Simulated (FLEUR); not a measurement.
# Magnetic state of Cobalt from several starts

Wanted: the moments of Cobalt and the energy of each order that was tried.

Program: FLEUR MaX-R8.1. Level of theory: PBE; all-electron FLAPW, Dirac cores, scalar-relativistic bands. Results are calculated unless marked as measured.

## (1) Set-up

It takes space group P6_3/mmc (No. 194, hexagonal). The conventional cell has a = 2.507 Å, b = 2.507 Å, c = 4.070 Å, α = 90.00°, β = 90.00°, γ = 120.00°. Nearest to Co lie 12 Co at 2.50 to 2.51 Å.

Coordinates:

```xyz
2
Lattice="2.5074 0.0000 0.0000 -1.2537 2.1715 0.0000 0.0000 0.0000 4.0699" Properties=species:S:1:pos:R:3 pbc="T T T"
Co    0.0000    1.4476    1.0175
Co    1.2537    0.7238    3.0524
```

## (2) Order 1, typed as ferro ++

The parallel start comes first: it shows whether parallel moments hold.

inpgen writes inp.xml from crystal.txt; cutoffs, mixing, functional, smearing and local orbitals are then set in the file. The k list default-1 (kpts.xml, not shown) is a Γ-centred 18×18×10 mesh; where the ranks do not divide the number of points, some are split in two of half the weight.

inp.xml reads:

```
<?xml version="1.0" encoding="UTF-8" standalone="no"?>
<fleurInput fleurInputVersion="0.39">
   <comment>
      Co
   </comment>
   <calculationSetup>
      <cutoffs Kmax="3.6" Gmax="10.8" GmaxXC="10.8" numbands="0"/>
      <scfLoop itmax="90" minDistance="0.00002" maxIterBroyd="15" imix="Anderson" alpha="0.05" precondParam="0.0" spinf="2.0" sdNocoIR="T"/>
      <coreElectrons ctail="T" frcor="F" kcrel="1" coretail_lmax="0"/>
      <xcFunctional name="pbe" relativisticCorrections="F"/>
      <magnetism jspins="2"/>
      <soc l_soc="F" theta="0.0" phi="0.0" spav="F"/>
      <expertModes spex="0" secvar="F"/>
      <geometryOptimization l_f="F" forcealpha="1.0" forcemix="BFGS" epsdisp="0.00001" epsforce="0.00001"/>
      <ldaU l_linMix="F" mixParam="0.05" spinf="1.0"/>
   </calculationSetup>
   <cell>
      <bzIntegration valenceElectrons="34.0" mode="hist" fermiSmearingEnergy="0.00183747">
         <kPointListSelection listName="default-1"/>
         <xi:include xmlns:xi="http://www.w3.org/2001/XInclude" href="kpts.xml"> </xi:include>
      </bzIntegration>
      <xi:include xmlns:xi="http://www.w3.org/2001/XInclude" href="sym.xml"> </xi:include>
      <bulkLattice scale="1.0">
         <bravaisMatrix>
            <row-1>    4.7382992847653478     0.0000000000188973     0.0000000000000000</row-1>
            <row-2>   -2.3691496423921228     4.1034875513345304     0.0000000000000000</row-2>
            <row-3>    0.0000000000000000     0.0000000000000000     7.6909963545095392</row-3>
         </bravaisMatrix>
      </bulkLattice>
   </cell>
   <atomSpecies>
      <species name="Cobalt (Co2.000" element="Co" atomicNumber="27">
         <mtSphere radius="2.3" gridPoints="761" logIncrement="0.016"/>
         <atomicCutoffs lmax="8" lnonsphr="6"/>
         <electronConfig flipSpins="F">
            <coreConfig>(1s1/2) (2s1/2) (2p1/2) (2p3/2)</coreConfig>
            <valenceConfig>(3s1/2) (3p1/2) (3p3/2) (4s1/2) (3d3/2) (3d5/2)</valenceConfig>
            <stateOccupation state="(3d3/2)" spinUp="1.5" spinDown="1.3"/>
            <stateOccupation state="(3d5/2)" spinUp="3.0" spinDown="1.2"/>
         </electronConfig>
         <energyParameters s="4" p="4" d="3" f="4"/>
         <lo type="SCLO" l="0" n="3" eDeriv="0"/>
         <lo type="SCLO" l="1" n="3" eDeriv="0"/>
      </species>
   </atomSpecies>
   <atomGroups>
      <atomGroup species="Cobalt (Co2.000">
         <relPos label="                   1">1.000/3.000 -1.000/3.000 1.000/4.000</relPos>
         <relPos label="                   2">-1.000/3.000 1.000/3.000 -1.000/4.000</relPos>
         <force calculate="T" relaxXYZ="TTT"/>
      </atomGroup>
   </atomGroups>
   <output dos="F" band="F" slice="F">
      <bandDOS minEnergy="-.5*Htr" maxEnergy="0.5*Htr" sigma="0.015" storeEVData="T"/>
      <plotting iplot="0" polar="F">
         <plot TwoD="T" vec1="  1.0  0.0  0.0" vec2="  0.0  1.0  0.0" vec3="  0.0  0.0  1.0" zero="  0.0  0.0  0.0" file="plot"/>
      </plotting>
      <moessbauerParams electricFieldGradient="F" isomerShift="T" coreHyperfine="T" valenceHyperfine="T"/>
   </output>
</fleurInput>
```

crystal.txt reads:

```
Co
&input film=F cartesian=F /
2.50739999997  0.00000000001  0.00000000000
-1.25369999999  2.17147209742  0.00000000000
0.00000000000  0.00000000000  4.06990000000
1.8897261246
1.0 1.0 1.0

2
27 0.33333333333  0.66666666667  0.25000000000 : 2.000
27 0.66666666667  0.33333333333  0.75000000000 : 2.000

&kpt div1=18 div2=18 div3=10 gamma=T /
```

Started as:

```bash
$ OMP_NUM_THREADS=1 inpgen -f crystal.txt > inpgen.log  # inp.xml is then edited as shown
$ OMP_NUM_THREADS=1 mpirun -n 4 fleur_MPI > fleur.log
```

The program printed:

```text
Welcome to FLEUR        (www.flapw.de)
      MaX-Release 8.1          (www.max-centre.eu)

 ========== k-point set info ==========
 Selected k-point list: default-1
 k-point list type: mesh
 0 x 0 x 0
 Number of k points: 224

 ------------Calculation Setup---------------------------
 Number of MPI-tasks      :            4
 Number of PE/node        :            4
 Number of OMP-threads    :            1
 k-points in parallel     :            4
 pe's per k-point         :            1
 No of k-point loops      :           56
 Eigenvalue solver        :       lapack
 Number of basis functions:          136
 Approximate size of matrices (H+S) per k-point:         0.000 GB
 --------------------------------------------------------
 [... lines of the core solver left out ...]
 Iteration:     1   Distance:       8.43664786 me/bohr^3
 [... lines of the core solver left out ...]
 Iteration:     2   Distance:       6.95746287 me/bohr^3
 [... lines of the core solver left out ...]
 Iteration:     3   Distance:       4.00835570 me/bohr^3
 [... lines of the core solver left out ...]
 Iteration:     4   Distance:       0.63930025 me/bohr^3
 [... lines of the core solver left out ...]
 Iteration:     5   Distance:       0.41438054 me/bohr^3
 [... lines of the core solver left out ...]
 Iteration:     6   Distance:       0.20670020 me/bohr^3
 [... lines of the core solver left out ...]
 Iteration:     7   Distance:       0.21708492 me/bohr^3
 [... lines of the core solver left out ...]
 Iteration:     8   Distance:       0.11449099 me/bohr^3
 [... lines of the core solver left out ...]
 Iteration:     9   Distance:       0.12190613 me/bohr^3
 [... lines of the core solver left out ...]
 Iteration:    10   Distance:       0.04076789 me/bohr^3
 [... lines of the core solver left out ...]
 Iteration:    11   Distance:       0.01742916 me/bohr^3
 [... lines of the core solver left out ...]
 Iteration:    12   Distance:       0.00241029 me/bohr^3
 [... lines of the core solver left out ...]
 Iteration:    13   Distance:       0.00059522 me/bohr^3
 [... lines of the core solver left out ...]
[... rest left out ...]

--- out.xml (last complete iteration) ---
<iteration numberForCurrentRun="   15" overallNumber="   15">
         <energyParameters units="Htr">
            <atomicEP atomType="1" spin="1" branch="4s" branchLowest="-3.18" branchHighest="1.75" value="0.2018778169"/>
            <atomicEP atomType="1" spin="1" branch="4p" branchLowest="-1.82" branchHighest="2.33" value="0.3398808638"/>
            <atomicEP atomType="1" spin="1" branch="3d" branchLowest="-9.99" branchHighest="0.37" value="0.2577847939"/>
            <atomicEP atomType="1" spin="1" branch="4f" branchLowest="-9.99" branchHighest="3.56" value="0.6577946883"/>
            <loAtomicEP atomType="1" spin="1" branch="3s" branchLowest="-32.43" branchHighest="-3.18" value="-3.1829112604"/>
            <loAtomicEP atomType="1" spin="1" branch="3p" branchLowest="-27.68" branchHighest="-1.82" value="-1.8331521828"/>
            <atomicEP atomType="1" spin="2" branch="4s" branchLowest="-3.10" branchHighest="1.79" value="0.1876271877"/>
            <atomicEP atomType="1" spin="2" branch="4p" branchLowest="-1.74" branchHighest="2.38" value="0.3199566923"/>
            <atomicEP atomType="1" spin="2" branch="3d" branchLowest="-9.99" branchHighest="0.44" value="0.3093757248"/>
            <atomicEP atomType="1" spin="2" branch="4f" branchLowest="-9.99" branchHighest="3.60" value="0.6338654431"/>
            <loAtomicEP atomType="1" spin="2" branch="3s" branchLowest="-32.40" branchHighest="-3.10" value="-3.1071641240"/>
            <loAtomicEP atomType="1" spin="2" branch="3p" branchLowest="-27.66" branchHighest="-1.74" value="-1.7594710119"/>
         </energyParameters>
         <bandgap value="0.0052130746" units="eV"/>
         <sumValenceSingleParticleEnergies value="-29.4876644775" units="Htr"/>
         <FermiEnergy value="0.3465096752" units="Htr"/>
         <valenceDensity>
            <mtCharges spin="1">
               <mtCharge atomType="1" total="8.8683381" s="1.2104313" p="3.1864359" d="4.4514647" f="0.0149446"/>
            </mtCharges>
            <mtCharges spin="2">
               <mtCharge atomType="1" total="7.1964590" s="1.2213178" p="3.2333938" d="2.7227068" f="0.0146017"/>
            </mtCharges>
            <spinDependentCharge spin="1" total="18.6070298" interstitial="0.8703535" mtSpheres="17.7366762"/>
            <spinDependentCharge spin="2" total="15.3929702" interstitial="1.0000522" mtSpheres="14.3929180"/>
            <totalCharge value="34.0000000000"/>
         </valenceDensity>
         <allElectronCharges>
            <spinDependentCharge spin="1" total="28.6070374" interstitial="0.8703535" mtSpheres="27.7366839"/>
            <spinDependentCharge spin="2" total="25.3929626" interstitial="1.0000522" mtSpheres="24.3929103"/>
            <totalCharge value="54.0000000003"/>
         </allElectronCharges>
         <magneticMomentsInMTSpheres units="muBohr">
            <globalMagMoment atomType="1" vec="0.00000   0.00000   1.67189"/>
            <localMagMoment atomType="1" vec="0.00000   0.00000   1.67189"/>
         </magneticMomentsInMTSpheres>
         <moessbauerParams unitsHFF="kG" unitsIS="e/bohr^3" unitsEFG="Htr/bohr^2">
            <coreHyperfineField atomType="1" hffTotal="-481.60181" isTotal="17076.64176">
               <shell n="1" l="0" hff="-4.53493" isomerShift="15585.78709"/>
               <shell n="2" l="0" hff="-478.56595" isomerShift="1482.01106"/>
               <shell n="2" l="1" hff="1.49908" isomerShift="8.84362"/>
            </coreHyperfineField>
            <isomerShift atomType="1" nucleusRadius="0.0000919" averageDensity="17299.92974"/>
         </moessbauerParams>
         <totalEnergy value="    -2786.9519226746" units="Htr">
            <sumOfEigenvalues value="    -1604.7087528272">
               <coreElectrons value="-1575.2210883498"/>
               <valenceElectrons value="-29.4876644775"/>
            </sumOfEigenvalues>
            <densityCoulombPotentialIntegral value="-4277.8499357078"/>
            <densityEffectivePotentialIntegral value="-4432.8880281827"/>
            <chargeDenXCDenIntegral value="-119.3913697616"/>
            <FockExchangeEnergyValence value="0.0000000000"/>
            <FockExchangeEnergyCore value="0.0000000000"/>
            <atomTypeDependentContributions atomType="1">
               <electronNucleiInteractionDifferentMTs value="3336.9167877297"/>
               <MadelungTerm value="-19.8980726849"/>
            </atomTypeDependentContributions>
            <tkbTimesEntropy value="0.0005286170"/>
            <freeEnergy value="-2786.9524512916"/>
            <extrapolationTo0K value="-2786.9521869831"/>
         </totalEnergy>
         <densityConvergence units="me/bohr^3">
            <chargeDensity spin="1" distance="0.0000078062"/>
            <chargeDensity spin="2" distance="0.0000065621"/>
            <overallChargeDensity distance="0.0000090109"/>
            <spinDensity distance="0.0000112606"/>
         </densityConvergence>
      </iteration>
```

Elapsed: 17 s, on 4 MPI ranks of Arm Neoverse V1, shared host; peak memory 0.19 GiB.

This step gave:

```
free energy                                                       : -75836.8396 eV
program's band gap on this mesh (in a metal only a level spacing) : 0.005213 eV
magnetization                                                     : 3.214 μB
final state                                                       : ferromagnetic
largest moment                                                    : 1.672 μB
```

After 15 cycles the largest moment stands at 1.67 μB.

## (3) Start 2: antiferro +-

An opposed order shows whether neighbours prefer unlike signs.

Changes to inp.xml since step 2:

```diff
@@ -44,2 +44,15 @@
       </species>
+      <species name="Cobalt (Co-2.000" element="Co" atomicNumber="27">
+         <mtSphere radius="2.3" gridPoints="761" logIncrement="0.016"/>
+         <atomicCutoffs lmax="8" lnonsphr="6"/>
+         <electronConfig flipSpins="F">
+            <coreConfig>(1s1/2) (2s1/2) (2p1/2) (2p3/2)</coreConfig>
+            <valenceConfig>(3s1/2) (3p1/2) (3p3/2) (4s1/2) (3d3/2) (3d5/2)</valenceConfig>
+            <stateOccupation state="(3d3/2)" spinUp="1.3" spinDown="1.5"/>
+            <stateOccupation state="(3d5/2)" spinUp="1.2" spinDown="3.0"/>
+         </electronConfig>
+         <energyParameters s="4" p="4" d="3" f="4"/>
+         <lo type="SCLO" l="0" n="3" eDeriv="0"/>
+         <lo type="SCLO" l="1" n="3" eDeriv="0"/>
+      </species>
    </atomSpecies>
@@ -48,2 +61,5 @@
          <relPos label="                   1">1.000/3.000 -1.000/3.000 1.000/4.000</relPos>
+         <force calculate="T" relaxXYZ="TTT"/>
+      </atomGroup>
+      <atomGroup species="Cobalt (Co-2.000">
          <relPos label="                   2">-1.000/3.000 1.000/3.000 -1.000/4.000</relPos>
```

Changes to crystal.txt since step 2:

```diff
@@ -10,3 +10,3 @@
 27 0.33333333333  0.66666666667  0.25000000000 : 2.000
-27 0.66666666667  0.33333333333  0.75000000000 : 2.000
+27 0.66666666667  0.33333333333  0.75000000000 : -2.000
```

The program printed:

```text
[banner, memory and clock lines left out]
Welcome to FLEUR        (www.flapw.de)
      MaX-Release 8.1          (www.max-centre.eu)

 ========== k-point set info ==========
 Selected k-point list: default-1
 k-point list type: mesh
 0 x 0 x 0
 Number of k points: 224

 ------------Calculation Setup---------------------------
 Number of PE/node        :            4
 Number of OMP-threads    :            1
 k-points in parallel     :            4
 pe's per k-point         :            1
 No of k-point loops      :           56
 Eigenvalue solver        :       lapack
 Number of basis functions:          136
 Approximate size of matrices (H+S) per k-point:         0.001 GB
 [... lines of the core solver left out ...]
 Iteration:     1   Distance:      13.72424596 me/bohr^3
 [... lines of the core solver left out ...]
 Iteration:     2   Distance:      13.28311647 me/bohr^3
 [... lines of the core solver left out ...]
 Iteration:     3   Distance:      10.65867632 me/bohr^3
 [... lines of the core solver left out ...]
 Iteration:     4   Distance:       5.52207479 me/bohr^3
 [... lines of the core solver left out ...]
 Iteration:     5   Distance:       4.53290007 me/bohr^3
 [... lines of the core solver left out ...]
 Iteration:     6   Distance:       4.27623798 me/bohr^3
 [... lines of the core solver left out ...]
 Iteration:     7   Distance:       4.81846814 me/bohr^3
 [... lines of the core solver left out ...]
[... rest left out ...]

--- out.xml (last complete iteration) ---
<iteration numberForCurrentRun="   39" overallNumber="   39">
         [... left out ...]
         <bandgap value="0.0000002883" units="eV"/>
         <sumValenceSingleParticleEnergies value="-29.5084599574" units="Htr"/>
         <FermiEnergy value="0.3460195068" units="Htr"/>
         <valenceDensity>
            <mtCharges spin="1">
               <mtCharge atomType="1" total="8.5539183" s="1.2152697" p="3.2123795" d="4.1061616" f="0.0153914"/>
               <mtCharge atomType="2" total="7.5127575" s="1.2134737" p="3.2067668" d="3.0723312" f="0.0153285"/>
            </mtCharges>
            <mtCharges spin="2">
               <mtCharge atomType="1" total="7.5127569" s="1.2134737" p="3.2067668" d="3.0723306" f="0.0153285"/>
               <mtCharge atomType="2" total="8.5539176" s="1.2152697" p="3.2123795" d="4.1061609" f="0.0153914"/>
            </mtCharges>
            <spinDependentCharge spin="1" total="17.0000006" interstitial="0.9333248" mtSpheres="16.0666758"/>
            <spinDependentCharge spin="2" total="16.9999994" interstitial="0.9333249" mtSpheres="16.0666745"/>
            <totalCharge value="34.0000000000"/>
         </valenceDensity>
         [... left out ...]
         <magneticMomentsInMTSpheres units="muBohr">
            <globalMagMoment atomType="1" vec="0.00000   0.00000   1.04117"/>
            <localMagMoment atomType="1" vec="0.00000   0.00000   1.04117"/>
            <globalMagMoment atomType="2" vec="0.00000   0.00000  -1.04116"/>
            <localMagMoment atomType="2" vec="0.00000   0.00000  -1.04116"/>
         </magneticMomentsInMTSpheres>
         [... left out ...]
         <totalEnergy value="    -2786.9337836096" units="Htr">
            <sumOfEigenvalues value="    -1604.8135780048">
               <coreElectrons value="-1575.3051180474"/>
               <valenceElectrons value="-29.5084599574"/>
            </sumOfEigenvalues>
            <densityCoulombPotentialIntegral value="-4277.9211086654"/>
            <densityEffectivePotentialIntegral value="-4432.8931381843"/>
            <chargeDenXCDenIntegral value="-119.3422248055"/>
            <FockExchangeEnergyValence value="0.0000000000"/>
            <FockExchangeEnergyCore value="0.0000000000"/>
         [... left out ...]
            <tkbTimesEntropy value="0.0015881371"/>
            <freeEnergy value="-2786.9353717467"/>
            <extrapolationTo0K value="-2786.9345776782"/>
         </totalEnergy>
         <densityConvergence units="me/bohr^3">
            <chargeDensity spin="1" distance="0.0000056411"/>
            <chargeDensity spin="2" distance="0.0000047085"/>
            <overallChargeDensity distance="0.0000055933"/>
            <spinDensity distance="0.0000087579"/>
         </densityConvergence>
      </iteration>
```

Elapsed: 60 s, on 4 MPI ranks; peak memory 0.24 GiB; 4 min of CPU time.

Read from the output:

- free energy: -75836.3748 eV
- program's band gap on this mesh (in a metal only a level spacing): 2.88e-7 eV
- magnetization: 0 μB
- final state: antiferromagnetic
- largest moment: 1.041 μB

It lies 232 meV a seeded atom over the first start, and its largest moment is 1.04 μB against 1.67 μB.

(Part 1 of 2 ends here.)

[Logs and program files are shortened in this print: banners, set-up blocks, solver, clock and traceback lines can be left out without a mark of their own.]

[Logs are printed without paths, hosts, clocks, repeated set-up lines and the standing remarks that a program may print on its own settings, such as how far it seeks lower states.]

[Hosts, paths, dates, database ids (printed as entryN), source tags and the programs' standing remarks are cut or masked in the printed files.]

[Where a cell is said to come from a database of computed structures, the database is the Materials Project.]
